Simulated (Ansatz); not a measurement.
# Tl2H4Pd: relaxing a made-up structure

Starting from a made-up structure for Tl2H4Pd, the aim is the relaxed cell, its shortest contacts and, where a second run follows, its electronic structure.

Program: Ansatz 0.2.0. Level of theory: DFT, PBEsol, plane-wave PAW, files of the set soft_1, scalar-relativistic, no spin, cell and ions relaxed at zero pressure; PAW set soft_1, in the first sound run; inputs show where later runs differ. Results are calculated unless marked as measured.

### Step 1. The structure

It takes space group I4/mmm (No. 139, tetragonal). The conventional cell has a = 5.089 Å, b = 5.089 Å, c = 6.442 Å, α = 90.00°, β = 90.00°, γ = 90.00°. Nearest to Tl lie 8 H at 2.42 Å. Pd has 4 H at 1.64 Å nearest. H has 1 Pd at 1.64 Å nearest. Farther neighbours are not listed.

### Step 2. Relaxation of the guess

The guess takes its coordinates from another compound and its volume from a rule, so the cell and any free coordinates are relaxed together.

Contents of input.yaml:

```yaml
crystal:
  lattice:
    - [-2.5445, 2.5445, 3.221]
    - [2.5445, -2.5445, 3.221]
    - [2.5445, 2.5445, -3.221]
  atoms:
    - { symbol: Tl, position: [0.25, 0.75, 0.5] }
    - { symbol: Tl, position: [0.75, 0.25, 0.5] }
    - { symbol: Pd, position: [0.0, 0.0, 0.0] }
    - { symbol: H, position: [0.7722, 0.2278, 0.0] }
    - { symbol: H, position: [0.2278, 0.7722, 0.0] }
    - { symbol: H, position: [0.7722, 0.7722, 0.5444] }
    - { symbol: H, position: [0.2278, 0.2278, 0.4556] }
kpoints:
  mp_grid: { grid: [7, 7, 7] }
scf:
  occupations: { method: fermi_dirac, width: 0.05 }
hamiltonian:
  xc: pbesol
  pseudopotentials: { kind: paw, azcp: { folder: soft_1 }, xc_functional: pbe }
relax:
  f_tol: 0.015
  max_steps: 70
  cell: {}
output:
  forces: true
  stress: true
```

On the command line:

```console
$ ansatz run input.yaml --threads 4 --pin off --max-ram 10240MiB --backend cpu --events-out ev --progress --plain --runs-dir out
```

Numbers of over 12 decimals in the logs are rounded to 6 here.

What it wrote:

```text
Engine: ansatz 0.2.0, x86_64-unknown-linux-gnu
Pseudopotentials: kind: paw
Pseudopotential: Tl, paw, valence charge 13, recommended cutoff 420 eV (normal), soft_1/Tl.paw.azcp
Pseudopotential: Pd, paw, valence charge 18, recommended cutoff 420 eV (normal), soft_1/Pd.paw.azcp
Pseudopotential: H, paw, valence charge 1, recommended cutoff 420 eV (normal), soft_1/H.paw.azcp
Functional definition: PBEsol
  exchange = pbesol_x
  correlation = pbesol_c
Crystal: 7 atoms, lattice volume = 83.417 Å³
Basis set: ecut = 420 eV, 1611 PW (Γ), exchange–correlation on 72×72×72 points (8 copies of the dense FFT grid, shifted against one another)
Bands: 31, of which v1, the nominal top of the filled ones, is band 24 counted from 1 (23 counted from 0)
Symmetry: 16 space group operations
Space group: I4/mmm (ITA 139), of the structure as read, at distance tolerance 4.4e-5 Å
k-points: 40 of 343
Non-local potential: Tl, projectors of the file, l = 0: 2, l = 1: 2, l = 2: 2, l = 3: 1
Non-local potential: Pd, projectors of the file, l = 0: 2, l = 1: 2, l = 2: 2, l = 3: 1
Non-local potential: H, projectors of the file, l = 0: 2, l = 1: 1
PAW form: soft (Blöchl's): semilocal exchange-correlation on the pseudo side does not see the compensation charge
PAW frozen core: Tl, regenerated for the run's functional, and the local potential with it (the file was generated under x = pbe(κ = 0.804, μ = 0.219515), c = pbe(β = 0.066725))
PAW frozen core: Pd, regenerated for the run's functional, and the local potential with it (the file was generated under x = pbe(κ = 0.804, μ = 0.219515), c = pbe(β = 0.066725))
PAW one-centre angular grid: Tl, 590 points (default); XC on 64 Gauss nodes
PAW one-centre angular grid: Pd, 590 points (default); XC on 64 Gauss nodes
PAW one-centre angular grid: H, 110 points (default); XC on 64 Gauss nodes
Initial density: superposition of atomic densities (chi_scale 0.1, normalization cell, long waves kept (reshape's long-wave potential 0.00 eV rms))
Initial wavefunctions: pseudopotential atomic-orbital guess
Functional: x = pbesol(κ = 0.804, μ = 0.123457), c = pbesol(β = 0.046)
SCF iter   1: F=—  HF=-29574.950156 eV  |F-HF|=—  |Δ(HF+E_count)|=         —  Δρ=2.72e-1  dr2=9.71e1  ethr=3.10e-3  ⟨swp⟩=6.2  Hψ=5062  notcnv=0  defer=2
preconditioner: auto → LDOS  [metal: Δε(μ)=0.094 eV  Ē_g=12.633 eV  σ=0.050 eV  W_gap=0.44  n_scr=18 (ndim 8)  ℏωp=25.7 eV  f_vac=0.012  D(μ)=1.60/eV (n_scr^D=12)  β→1.0]
SCF iter   2: F=—  HF=-29569.911888 eV  |F-HF|=—  |Δ(HF+E_count)|=    5.04e0  Δρ=1.98e-1  dr2=2.76e1  ethr=3.10e-3  ⟨swp⟩=3.9  Hψ=4191  notcnv=0  defer=60
SCF iter   3: F=—  HF=-29562.858803 eV  |F-HF|=—  |Δ(HF+E_count)|=    7.05e0  Δρ=2.91e-2  dr2=1.31e0  ethr=3.10e-3  ⟨swp⟩=3.0  Hψ=3265  notcnv=0  defer=67
SCF iter   4: F=—  HF=-29562.556736 eV  |F-HF|=—  |Δ(HF+E_count)|=   3.02e-1  Δρ=1.49e-2  dr2=3.48e-1  ethr=2.73e-3  ⟨swp⟩=2.0  Hψ=1764  notcnv=0  defer=68
SCF iter   5: F=—  HF=-29562.490326 eV  |F-HF|=—  |Δ(HF+E_count)|=   6.64e-2  Δρ=4.56e-3  dr2=3.30e-2  ethr=7.25e-4  ⟨swp⟩=2.0  Hψ=1596  notcnv=0  defer=68
SCF iter   6: F=—  HF=-29562.484028 eV  |F-HF|=—  |Δ(HF+E_count)|=   6.30e-3  Δρ=8.66e-4  dr2=5.26e-4  ethr=6.87e-5  ⟨swp⟩=2.1  Hψ=1922  notcnv=0  defer=68
SCF iter   7: F=—  HF=-29562.483941 eV  |F-HF|=—  |Δ(HF+E_count)|=   8.66e-5  Δρ=1.53e-4  dr2=1.99e-5  ethr=1.10e-6  ⟨swp⟩=2.6  Hψ=2071  notcnv=0  defer=68
SCF iter   8: F=—  HF=-29562.483932 eV  |F-HF|=—  |Δ(HF+E_count)|=   9.12e-6  Δρ=1.70e-5  dr2=1.75e-7  ethr=4.14e-8  ⟨swp⟩=2.0  Hψ=1487  notcnv=0  defer=68
SCF iter   9: F=-29562.483932 eV  HF=-29562.483932 eV  |F-HF|=3.72e-8  |Δ(HF+E_count)|=  8.40e-10  Δρ=6.05e-6  dr2=4.58e-8  ethr=2.08e-10  ⟨swp⟩=4.1  Hψ=4068  notcnv=0
SCF 1 converged in 9 iterations: F = -29562.483932 eV  dr2 = 4.58e-8
  greatest PAW one-centre occupation: 0.999 electrons in one spin orbital (limit 2), on the Pd atom at site 2 (counted from 0), in its partial waves of l = 0
relax step   1: F+E_penalty+E_count = -29562.48393224 eV  Δ(F+E_penalty+E_count) = +0.000e0 eV  max|allowed force component| = 3.196e-1 eV/Å  Δτ_max = 0.0000 Å  P = +13.330 GPa  Ω = 83.417 Å³  (9 SCF iters, dr2 threshold 1.00e-7 eV, accepted)
Crystal: 7 atoms, lattice volume = 90.723 Å³
Basis set: ecut = 420 eV, 1787 PW (Γ), exchange–correlation on 72×72×72 points (8 copies of the dense FFT grid, shifted against one another)
Initial density: handed on by an earlier stage of this run
Initial wavefunctions: those handed on with the density
iter 1 solved again at ethr=5.04e-4 eV; its pass at ethr=3.10e-3 eV (dr2=2.42e-1 eV) is discarded
SCF iter   1: F=—  HF=-29563.049437 eV  |F-HF|=—  |Δ(HF+E_count)|=         —  Δρ=1.25e-2  dr2=2.47e-1  ethr=5.04e-4  ⟨swp⟩=1.5  Hψ=6153  notcnv=0
preconditioner: auto → LDOS  [metal: Δε(μ)=0.030 eV  Ē_g=12.017 eV  σ=0.050 eV  W_gap=0.15  n_scr=18 (ndim 8)  ℏωp=24.7 eV  f_vac=0.040  D(μ)=1.89/eV (n_scr^D=14)  β→1.0]
SCF iter   2: F=—  HF=-29563.015828 eV  |F-HF|=—  |Δ(HF+E_count)|=   3.36e-2  Δρ=1.01e-2  dr2=8.32e-2  ethr=5.04e-4  ⟨swp⟩=2.0  Hψ=1876  notcnv=0
SCF iter   3: F=—  HF=-29563.000120 eV  |F-HF|=—  |Δ(HF+E_count)|=   1.57e-2  Δρ=2.77e-3  dr2=8.06e-3  ethr=1.73e-4  ⟨swp⟩=2.0  Hψ=2693  notcnv=0  defer=66
SCF iter   4: F=—  HF=-29562.998557 eV  |F-HF|=—  |Δ(HF+E_count)|=   1.56e-3  Δρ=3.86e-4  dr2=1.50e-4  ethr=1.68e-5  ⟨swp⟩=2.0  Hψ=1472  notcnv=0  defer=66
SCF iter   5: F=—  HF=-29562.998530 eV  |F-HF|=—  |Δ(HF+E_count)|=   2.75e-5  Δρ=7.01e-5  dr2=2.94e-6  ethr=3.13e-7  ⟨swp⟩=2.0  Hψ=1490  notcnv=0  defer=66
SCF iter   6: F=-29562.998530 eV  HF=-29562.998530 eV  |F-HF|=1.32e-7  |Δ(HF+E_count)|=   1.47e-7  Δρ=1.45e-5  dr2=1.88e-7  ethr=1.46e-9  ⟨swp⟩=4.0  Hψ=4058  notcnv=0
SCF 2 converged in 6 iterations: F = -29562.998530 eV  dr2 = 1.88e-7
relax step   2: F+E_penalty+E_count = -29562.99852956 eV  Δ(F+E_penalty+E_count) = -5.146e-1 eV  max|allowed force component| = 5.701e-3 eV/Å  Δτ_max = 0.0040 Å  P = +5.721 GPa  Ω = 90.723 Å³  energy of the carried Pulay correction = -3.325e-3 eV  (6 SCF iters, dr2 threshold 7.00e-7 eV, accepted)
Crystal: 7 atoms, lattice volume = 95.742 Å³
Basis set: ecut = 420 eV, 1891 PW (Γ), exchange–correlation on 72×72×72 points (8 copies of the dense FFT grid, shifted against one another)
iter 1 solved again at ethr=2.13e-4 eV; its pass at ethr=3.10e-3 eV (dr2=1.02e-1 eV) is discarded
SCF iter   1: F=—  HF=-29563.259671 eV  |F-HF|=—  |Δ(HF+E_count)|=         —  Δρ=7.56e-3  dr2=1.04e-1  ethr=2.13e-4  ⟨swp⟩=1.6  Hψ=6142  notcnv=0
[...]
SCF iter   5: F=—  HF=-29563.238842 eV  |F-HF|=—  |Δ(HF+E_count)|=   3.41e-6  Δρ=3.79e-5  dr2=1.11e-6  ethr=1.46e-9  ⟨swp⟩=4.7  Hψ=4225  notcnv=0
SCF iter   6: F=-29563.238842 eV  HF=-29563.238842 eV  |F-HF|=1.24e-8  |Δ(HF+E_count)|=   3.45e-7  Δρ=6.13e-6  dr2=1.96e-8  ethr=1.46e-9  ⟨swp⟩=4.0  Hψ=4063  notcnv=0
SCF 3 converged in 6 iterations: F = -29563.238842 eV  dr2 = 1.96e-8
relax step   3: F+E_penalty+E_count = -29563.23884170 eV  Δ(F+E_penalty+E_count) = -2.403e-1 eV  max|allowed force component| = 9.684e-2 eV/Å  Δτ_max = 0.0015 Å  P = +2.371 GPa  Ω = 95.742 Å³  energy of the carried Pulay correction = -5.452e-3 eV  (6 SCF iters, dr2 threshold 7.00e-7 eV, accepted)
[... from here on, the SCF cycles and remarks between the steps are left out ...]
relax step   4: F+E_penalty+E_count = -29563.37585083 eV  Δ(F+E_penalty+E_count) = -1.370e-1 eV  max|allowed force component| = 8.034e-2 eV/Å  Δτ_max = 0.0372 Å  P = +1.874 GPa  Ω = 95.018 Å³  energy of the carried Pulay correction = -5.152e-3 eV  (6 SCF iters, dr2 threshold 7.00e-7 eV, accepted)
relax step   5: F+E_penalty+E_count = -29563.45174834 eV  Δ(F+E_penalty+E_count) = -7.590e-2 eV  max|allowed force component| = 1.986e-2 eV/Å  Δτ_max = 0.0039 Å  P = +0.532 GPa  Ω = 97.138 Å³  energy of the carried Pulay correction = -6.023e-3 eV  (5 SCF iters, dr2 threshold 7.00e-7 eV, accepted)
relax step   6: F+E_penalty+E_count = -29563.45638100 eV  Δ(F+E_penalty+E_count) = -4.633e-3 eV  max|allowed force component| = 4.484e-4 eV/Å  Δτ_max = 0.0043 Å  P = -0.067 GPa  Ω = 98.405 Å³  energy of the carried Pulay correction = -6.533e-3 eV  (5 SCF iters, dr2 threshold 7.00e-7 eV, accepted)
relax step   7: F+E_penalty+E_count = -29563.45658174 eV  Δ(F+E_penalty+E_count) = -2.007e-4 eV  max|allowed force component| = 3.104e-4 eV/Å  Δτ_max = 0.0032 Å  P = +0.004 GPa  Ω = 98.102 Å³  energy of the carried Pulay correction = -6.412e-3 eV  (6 SCF iters, dr2 threshold 1.73e-8 eV, accepted)
relax step   8: F+E_penalty+E_count = -29563.51158561 eV  Δ(F+E_penalty+E_count) = -5.500e-2 eV  max|allowed force component| = 2.490e-3 eV/Å  Δτ_max = 0.0000 Å  P = +0.748 GPa  Ω = 98.102 Å³  stress off target by 1.91e0 GPa  SCF on the basis re-selected at this cell (its energy is not comparable with the rows above)  (8 SCF iters)
relax step   9: F+E_penalty+E_count = -29563.52715555 eV  Δ(F+E_penalty+E_count) = -1.557e-2 eV  max|allowed force component| = 4.161e-3 eV/Å  Δτ_max = 0.0081 Å  P = +0.321 GPa  Ω = 98.936 Å³  energy of the carried Pulay correction = -4.019e-4 eV  (5 SCF iters, dr2 threshold 7.00e-7 eV, accepted)
relax step  10: F+E_penalty+E_count = -29563.53119268 eV  Δ(F+E_penalty+E_count) = -4.037e-3 eV  max|allowed force component| = 2.630e-3 eV/Å  Δτ_max = 0.0050 Å  P = +0.078 GPa  Ω = 99.602 Å³  energy of the carried Pulay correction = -7.327e-4 eV  (5 SCF iters, dr2 threshold 7.00e-7 eV, accepted)
relax step  11: F+E_penalty+E_count = -29563.53117984 eV  Δ(F+E_penalty+E_count) = +1.284e-5 eV  max|allowed force component| = 5.778e-3 eV/Å  Δτ_max = 0.0012 Å  P = -0.043 GPa  Ω = 99.834 Å³  energy of the carried Pulay correction = -8.430e-4 eV  (5 SCF iters, dr2 threshold 4.82e-8 eV, accepted)
relax step  12: F+E_penalty+E_count = -29563.53121367 eV  Δ(F+E_penalty+E_count) = -3.382e-5 eV  max|allowed force component| = 6.447e-4 eV/Å  Δτ_max = 0.0004 Å  P = +0.002 GPa  Ω = 99.788 Å³  energy of the carried Pulay correction = -8.227e-4 eV  (4 SCF iters, dr2 threshold 7.97e-9 eV, accepted)
iter 1 solved again at ethr=8.78e-8 eV; its pass at ethr=3.10e-3 eV (dr2=4.21e-5 eV) is discarded
SCF iter   1: F=—  HF=-29563.532173 eV  |F-HF|=—  |Δ(HF+E_count)|=         —  Δρ=1.79e-4  dr2=1.26e-6  ethr=8.78e-8  ⟨swp⟩=3.0  Hψ=8428  notcnv=0
preconditioner: auto → LDOS  [metal: Δε(μ)=0.065 eV  Ē_g=11.623 eV  σ=0.050 eV  W_gap=0.29  n_scr=22 (ndim 8)  ℏωp=23.5 eV  f_vac=0.039  D(μ)=1.99/eV (n_scr^D=14)  β→1.0]
SCF iter   2: F=—  HF=-29563.532278 eV  |F-HF|=—  |Δ(HF+E_count)|=   1.05e-4  Δρ=7.37e-6  dr2=4.00e-8  ethr=2.62e-9  ⟨swp⟩=2.0  Hψ=1654  notcnv=0
SCF iter   3: F=—  HF=-29563.532278 eV  |F-HF|=—  |Δ(HF+E_count)|=  1.35e-10  Δρ=5.27e-6  dr2=2.54e-8  ethr=8.34e-11  ⟨swp⟩=2.0  Hψ=2201  notcnv=0
SCF iter   4: F=—  HF=-29563.532278 eV  |F-HF|=—  |Δ(HF+E_count)|=   5.64e-9  Δρ=1.10e-6  dr2=1.03e-9  ethr=5.29e-11  ⟨swp⟩=2.1  Hψ=1636  notcnv=0
SCF iter   5: F=—  HF=-29563.532278 eV  |F-HF|=—  |Δ(HF+E_count)|=  3.75e-10  Δρ=3.51e-7  dr2=1.07e-10  ethr=2.15e-12  ⟨swp⟩=2.3  Hψ=2178  notcnv=0
SCF iter   6: F=-29563.532278 eV  HF=-29563.532278 eV  |F-HF|=3.64e-12  |Δ(HF+E_count)|=  1.82e-11  Δρ=6.32e-8  dr2=5.17e-12  ethr=1.00e-12  ⟨swp⟩=4.0  Hψ=3630  notcnv=0
SCF 13 converged in 6 iterations: F = -29563.532278 eV  dr2 = 5.17e-12
relax step  13: F+E_penalty+E_count = -29563.53227798 eV  Δ(F+E_penalty+E_count) = -1.064e-3 eV  max|allowed force component| = 4.836e-4 eV/Å  Δτ_max = 0.0000 Å  P = +0.002 GPa  Ω = 99.788 Å³  stress off target by 1.80e-2 GPa  SCF on the basis re-selected at this cell (its energy is not comparable with the rows above)  (6 SCF iters)
basis re-selected at this cell: Δ(F+E_penalty+E_count) = -1.064e-3 eV, ΔP = +0.000 GPa vs the last step (what re-selecting the basis moved, of the pressure what is left beyond the Pulay correction that the steps carried, after the strain that the cell walked since its last selection, with what the two solves' SCF thresholds leave and, on support functions, any second-order correction that the steps lacked; it is no m [...]
SCF converged after 6 iterations
Free energy (F): -29563.532278 eV
Harris-Foulkes:  -29563.532278 eV  (|F-HF|=3.64e-12)
Internal energy: -29563.516628 eV  (E = F + TS)
E sigma→0 (E₀):  -29563.524453 eV
Entropy (-TS):   -0.015650 eV (-2.236 meV/atom)
Fermi energy:    8.133571 eV
--- Per-component energies (eV) ---
  E_band       = -375.056194
  E_kinetic    = 1030.665849
  E_local      = -5064.563070  (includes V_loc(G=0)·N_el)
  E_nonlocal   = 1007.105571
  E_hartree    = 2013.008892
  E_xc         = -542.050817
  E_vxc        = -467.550823  (∫ρ·V_xc dr)
  E_paw        = -23820.406259  (= ΣΔE_a)
  E_vpaw       = -906.728286  (= ΣTr[D̂ρ^β])
  E_aug_tail   = -0.003237  (compensation charges beyond the density's cutoff)
  E_ewald      = -4187.652747
  E_core_change = 0.379191  (= ΣΔE_core)
  E_smearing   = -0.015650  (= −TS)
  E_closure    = 0.000000  (closes the sum)
  Σ components = -29563.532278   (vs F -29563.532278, Δ=0.00e0)
--- Forces (eV/Å), atoms counted from 1 ---
  atom   1  Tl     0.00000000    -0.00000000     0.00000000
  atom   2  Tl     0.00000000     0.00000000     0.00000000
  atom   3  Pd     0.00000000     0.00000000     0.00000000
  atom   4  H      0.00048360    -0.00048360     0.00000000
  atom   5  H     -0.00048360     0.00048360     0.00000000
  atom   6  H     -0.00048360    -0.00048360     0.00000000
  atom   7  H      0.00048360     0.00048360     0.00000000
  max |Σ_I F_I| component: 3.14e-18 eV/Å
--- Stress (GPa, compression-positive) ---
       -0.005251       0.000000       0.000000
        0.000000      -0.005251      -0.000000
        0.000000       0.000000       0.017972
  P = ⅓ Tr σ = 0.0025 GPa (0.025 kbar)
--- Relaxed structure (11 steps of the walk, 11 accepted, 2 SCFs on fresh bases) ---
  F+E_penalty+E_count = -29563.53227798 eV   max|allowed force component| = 4.836e-4 eV/Å   (the final SCF, on the basis selected at the relaxed cell)
  cell:  # Å, volume = 99.7883 Å³
    - [-2.479852, 2.479852, 4.056656]
    - [2.479852, -2.479852, 4.056656]
    - [2.479852, 2.479852, -4.056656]
  atoms:
    - { symbol: Tl, position: [0.250000, 0.75, 0.5] }
    - { symbol: Tl, position: [0.75, 0.250000, 0.5] }
    - { symbol: Pd, position: [0, 0, 0] }
    - { symbol: H, position: [0.764359, 0.235641, 0.0] }
    - { symbol: H, position: [0.235641, 0.764359, 0.0] }
    - { symbol: H, position: [0.764359, 0.764359, 0.528718] }
    - { symbol: H, position: [0.235641, 0.235641, 0.471282] }
```

The job ended after 20 s (4 threads of AMD EPYC 7B13 (Zen 3), shared host; peak memory 0.51 GiB; 66 s of CPU time).

Relaxation path:

```csv
step,energy less that of the first step (eV),largest force component (eV/Å),pressure (GPa),volume (Å³)
1,0.0000,0.3196,13.33,83.42
2,-0.5146,0.0057,5.72,90.72
3,-0.7549,0.0968,2.37,95.74
4,-0.8919,0.0803,1.87,95.02
5,-0.9678,0.0199,0.53,97.14
6,-0.9724,0.0004,-0.07,98.41
7,-0.9726,0.0003,0.00,98.10
8*,-1.0277,0.0025,0.75,98.10
9,-1.0432,0.0042,0.32,98.94
10,-1.0473,0.0026,0.08,99.60
11,-1.0472,0.0058,-0.04,99.83
12,-1.0473,0.0006,0.00,99.79
13*,-1.0483,0.0005,0.00,99.79
```

Relaxation steps marked * repeat the geometry before them on a plane-wave basis chosen anew for their cell, so energy and pressure can jump there.

Forces are held to the 16 operations that the run works with; a distortion that breaks them can't arise in this run.

```
     cell as run  before   after   change
           a (Å)   4.829   5.362  +11.0 %
           b (Å)   4.829   5.362  +11.0 %
           c (Å)   4.829   5.362  +11.0 %
           α (°)  116.41  124.91   +7.3 %
           β (°)  116.41  124.91   +7.3 %
           γ (°)   96.34   81.69  -15.2 %
volume (Å³/atom)   11.92   14.26  +19.6 %
```

The atoms that moved most (Å, as changes of fractional coordinates times the final cell):

```csv
atom,dx,dy,dz,length
H4,0.039,-0.039,0.000,0.055
H5,-0.039,0.039,0.000,0.055
H6,-0.039,-0.039,0.000,0.055
H7,0.039,0.039,0.000,0.055
```

This step gave:

| Property | Result |
| --- | --- |
| free energy | -29563.5323 eV |
| energy at zero smearing | -29563.5245 eV |
| smearing term TS | 0.01565 eV |
| Fermi energy | 8.134 eV |
| electrons | 48 |
| symmetry operations | 16 |
| pressure | 0.002490 GPa |

Shortest distances by pair of elements, guess and relaxed (not always the same contact):

```
 pair  guess (Å)  relaxed (Å)
 H–Pd      1.639        1.653
  H–H      2.319        2.337
 H–Tl      2.420        2.683
Pd–Tl      3.011        3.204
Tl–Tl      3.221        3.507
```

The relaxation ends with a largest force component of 4.8e-4 eV/Å and a pressure of 0.00 GPa.

[end of part 1 of 2]

[Logs are printed without paths, hosts, clocks, repeated set-up lines and the standing remarks that a program may print on its own settings, such as how far it seeks lower states.]

[Hosts, paths, dates, database ids (printed as entryN), source tags and the programs' standing remarks are cut or masked in the printed files.]
